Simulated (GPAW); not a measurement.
# Dielectric function and optical constants of Pt

Aim: the dielectric function of Pt, and the optical constants that follow from it.

Program: GPAW 26.7.0. Level of theory: DFT, PBE, plane-wave PAW (GPAW data sets), scalar-relativistic, RPA, optical limit. Results are calculated unless marked as measured.

## 1. The starting structure

Symmetry: Fm-3m, No. 225, cubic system. The conventional cell has a = 3.922 Å, b = 3.922 Å, c = 3.922 Å, α = 90.00°, β = 90.00°, γ = 90.00°. Nearest to Pt lie 12 Pt at 2.77 Å.

As a file:

```cif
data_structure
_symmetry_space_group_name_H-M 'P 1'
_symmetry_Int_Tables_number 1
_cell_length_a 2.7731
_cell_length_b 2.7731
_cell_length_c 2.7731
_cell_angle_alpha 60.000
_cell_angle_beta 60.000
_cell_angle_gamma 60.000
_cell_volume 15.08
loop_
_atom_site_label
_atom_site_type_symbol
_atom_site_fract_x
_atom_site_fract_y
_atom_site_fract_z
_atom_site_occupancy
Pt1 Pt 0.00000 0.00000 0.00000 1
```

## 2. Dielectric function, RPA

Local fields let the induced charge screen the field inside the cell, which as a rule lowers ε, most along directions where the density is uneven.

Contents of df.py:

```python
from gpaw.response.df import DielectricFunction

df = DielectricFunction('full.gpw', frequencies={'type': 'nonlinear', 'domega0': 0.03, 'omega2': 8},
                        ecut=50,
                        eta=0.15,
                        nbands=19,
                        rate=0.05,
                        txt='df.txt')
for direction in ['x']:
    df.get_dielectric_function(xc='RPA', direction=direction, filename=f'df_{direction}.csv')
```

Command:

```console
$ OMP_NUM_THREADS=1 python df.py
```

Numbers of over 12 decimals in the logs are rounded to 6 here.

The log of the run:

```text
Using integrator: PointIntegrator
NonLinearFrequencyDescriptor(from 0.000 to 96.040 eV, 537 points)
Nonperiodic BCs:  [False False False]
Using integrator: PointIntegrator
NonLinearFrequencyDescriptor(from 0.000 to 96.040 eV, 537 points)
Nonperiodic BCs:  [False False False]
Using integrator: PointIntegrator

Calculating chi0 body with:
    Ground state adapter containing:
    Number of spins: 1
    Number of kpoints: 10648
    Number of irreducible kpoints: 328
    Number of completely occupied states: 5
    Number of partially occupied states: 9

    Linear response parametrization:
    q_c: [0.0, 0.0, 0.0]
    Number of frequency points: 537
    Planewave cutoff: 50.0
    Number of bands: 19
    Number of planewaves: 15
    Broadening (eta): 0.15

Integrating chi0 body.

Symmetries of q_c:
    Direct symmetries (Uq -> q): 48
    Indirect symmetries (TUq -> q): 0
In total 48 allowed symmetries.

328 groups of equivalent kpoints. 96.919609% reduction.

Integral kind: spectral function

Calculating chi0 optical extensions with:
    Ground state adapter containing:
    Number of spins: 1
    Number of kpoints: 10648
    Number of irreducible kpoints: 328
    Number of completely occupied states: 5
    Number of partially occupied states: 9

    Linear response parametrization:
    Number of frequency points: 537
    Planewave cutoff: 50.0
    Number of bands: 19
    Number of planewaves: 15
    Broadening (eta): 0.15
Integrating chi0 head and wings.

Symmetries of q_c:
    Direct symmetries (Uq -> q): 48
    Indirect symmetries (TUq -> q): 0
In total 48 allowed symmetries.

328 groups of equivalent kpoints. 96.919609% reduction.

Integral kind: spectral function wings

Calculating drude chi0 with:
    Number of frequency points:537
    Plasma frequency decay rate: 0.05 eV

    Ground state adapter containing:
    Number of spins: 1
    Number of kpoints: 10648
    Number of irreducible kpoints: 328
    Number of completely occupied states: 5
    Number of partially occupied states: 9

Symmetries of q_c:
    Direct symmetries (Uq -> q): 48
    Indirect symmetries (TUq -> q): 0
In total 48 allowed symmetries.

328 groups of equivalent kpoints. 96.919609% reduction.

Integral kind: intraband
Plasma frequency:
[[6.52-0.j 0.  +0.j 0.  +0.j]
 [0.  +0.j 6.52-0.j 0.  -0.j]
 [0.  +0.j 0.  -0.j 6.52-0.j]]
```

It took 12 s on 1 thread of Intel Xeon Platinum 8375C at 2.90GHz (Ice Lake), shared host; peak memory 0.2 GiB.

This step gave:

| Quantity | Value |
| --- | --- |
| main peak of the optical conductivity above 1 eV, first axis | 1.315 eV |

Some rows of df_x.csv (energy; Re and Im without local fields; Re and Im with them):

```text
0.000000, 17272.173774, -0.000000, 17272.023105, -0.000000
0.460735, -172.105533, 126.710089, -172.156322, 126.666007
0.943989, -47.436097, 48.076551, -47.478040, 48.063481
1.451455, -24.488439, 29.193092, -24.515760, 29.181801
1.984998, -15.553440, 17.834503, -15.606753, 17.841175
2.546682, -10.213343, 11.755568, -10.252614, 11.752209
3.138794, -5.228516, 9.627362, -5.275542, 9.633871
3.763875, -5.057643, 6.135865, -5.104483, 6.136341
4.424758, -3.649591, 5.196319, -3.695788, 5.199702
5.124608, -1.557872, 4.154689, -1.602248, 4.158074
5.866977, -0.402185, 3.141237, -0.447421, 3.150194
6.655862, 1.083855, 3.234760, 1.050614, 3.235306
7.495775, 0.415665, 4.274375, 0.372556, 4.290551
8.391833, 0.067861, 4.392520, 0.014749, 4.439171
9.349861, -0.245232, 4.384884, -0.313439, 4.464427
10.376517, -0.536731, 3.076344, -0.660460, 3.154282
11.479449, -0.244193, 2.509460, -0.502059, 2.491428
12.667487, -0.076578, 1.890013, -0.264742, 1.823050
13.950874, 0.173696, 1.928123, 0.010142, 1.795525
```

The Im ε, E ∥ x by photon energy; read off at these points:

photon energy (eV), Im ε, E ∥ x and a bar:
```
      0.5        111 ##############################
      1.0         43 ###########
      1.5         27 #######
      2.0         18 ####
      2.5         13 ###
      3.0         10 ##
      3.5          8 ##
      4.0          6 #
      4.5          5 #
      5.0          4 #
      5.5          4 #
      6.0          3 
      6.5          3 
      7.0          4 #
      7.5          4 #
      8.0          4 #
      8.5          4 #
      9.0          5 #
      9.5          4 #
     10.0          4 
     10.5          3 
     11.0          3 
     11.5          2 
     12.0          2 
     12.5          2 
     13.0          2 
     13.5          2
```

The Re ε, E ∥ x by photon energy:

```csv
photon energy (eV),"Re ε, E ∥ x"
0.5,-149
1.0,-42.2
1.5,-22.9
2.0,-15.4
2.5,-10.9
3.0,-6.48
3.5,-6.60
4.0,-3.12
4.5,-3.29
5.0,-1.83
5.5,-1.01
6.0,-0.0358
6.5,0.615
7.0,1.29
7.5,0.374
8.0,1.16
8.5,0.117
9.0,0.0580
9.5,-0.717
10.0,-0.860
10.5,-0.787
11.0,-0.693
11.5,-0.499
12.0,-0.450
12.5,-0.467
13.0,0.0374
13.5,-0.114
```

The reflectivity at normal incidence, E ∥ x by photon energy; read off at these points:

```csv
photon energy (eV),"reflectivity at normal incidence, E ∥ x (%)"
0.50,91.2
1.00,82.1
1.50,75.8
2.00,71.8
2.50,67.8
3.00,59.5
3.50,60.8
4.00,48.4
4.38,52.5
4.50,50.4
5.00,40.8
5.50,34.3
6.00,25.0
6.50,21.6
7.00,24.1
7.38,27.5
7.50,26.8
8.00,23.3
8.33,29.4
8.50,27.2
9.00,30.6
9.50,33.1
10.00,32.9
10.10,33.8
10.50,31.5
11.00,29.7
11.50,27.3
12.00,26.4
12.50,26.3
13.00,19.2
13.50,21.4
```

Table of loss function −Im 1/ε at q → 0, E ∥ x by energy loss; read off at these points:

```csv
energy loss (eV),"loss function −Im 1/ε at q → 0, E ∥ x"
0.50,0.00323
1.00,0.0119
1.50,0.0215
2.00,0.0323
2.50,0.0455
3.00,0.0716
3.50,0.0738
4.00,0.132
4.50,0.142
5.00,0.201
5.50,0.245
5.92,0.318
6.00,0.314
6.50,0.290
7.00,0.208
7.50,0.232
7.79,0.255
8.00,0.223
8.50,0.247
8.58,0.255
9.00,0.202
9.50,0.224
10.00,0.256
10.50,0.291
11.00,0.361
11.50,0.388
12.00,0.415
12.50,0.472
12.83,0.546
13.00,0.521
13.50,0.501
```

The refractive index n and extinction k by photon energy:

```csv
photon energy (eV),n,k
0.5,4.30,12.9
1.0,3.00,7.15
1.5,2.52,5.41
2.0,1.99,4.40
2.5,1.69,3.70
3.0,1.60,3.00
3.5,1.42,2.93
4.0,1.34,2.22
4.5,1.12,2.13
5.0,1.17,1.79
5.5,1.21,1.57
6.0,1.25,1.27
6.5,1.41,1.18
7.0,1.72,1.29
7.5,1.53,1.40
8.0,1.66,1.26
8.5,1.44,1.40
9.0,1.58,1.56
9.5,1.36,1.60
10.0,1.21,1.53
10.5,1.13,1.44
11.0,0.996,1.30
11.5,1.01,1.23
12.0,0.978,1.19
12.5,0.894,1.12
13.0,0.989,0.970
13.5,0.969,1.03
```

Optical constants at common wavelengths, from n + ik = √ε:

```csv
wavelength (nm),n,k,R (%),1/α
1064,3.03,6.211,77.9,14 nm
800,2.48,5.242,74.9,12 nm
633,2.05,4.491,72.1,11 nm
532,1.98,3.870,66.8,11 nm
405,1.61,2.913,57.9,11 nm
365,1.62,2.993,59.1,9.7 nm
308,1.37,2.208,47.7,11 nm
```

A polished face would reflect 68 % of daylight and look light grey (CIE x = 0.322, y = 0.337 under D65).

## 3. What came out

- main peak of the optical conductivity above 1 eV, first axis: 1.32 eV

What this shows: At this level (PBE, RPA) Pt is a metal; it reflects 67 % at 550 nm. A polished face would reflect 68 % of daylight and look light grey (CIE x = 0.322, y = 0.337 under D65). The carriers' damping of 0.05 eV is typed, not computed; it shapes the response at the lowest energies. Spin-orbit coupling is left out although heavy atoms are present. The sum runs over mesh points, so small or evenly spaced maxima can still be ripples of the mesh. In this version of GPAW the matrix elements of the optical limit are incomplete, which can lower ε − 1 by up to a tenth where first-row anions or d states rule, and shift it by more in d metals. GPAW's carrier term has the form −ωp²/(ω + i·rate)², which damps like twice the rate and fails at low energy, so the curves leave the lowest energies out.

[Machine, clock and banner lines and Python warnings are left out of the logs.]

[Logs are printed without paths, hosts, clocks, repeated set-up lines and the standing remarks that a program may print on its own settings, such as how far it seeks lower states.]

[Hosts, paths, dates, database ids (printed as entryN), source tags and the programs' standing remarks are cut or masked in the printed files.]
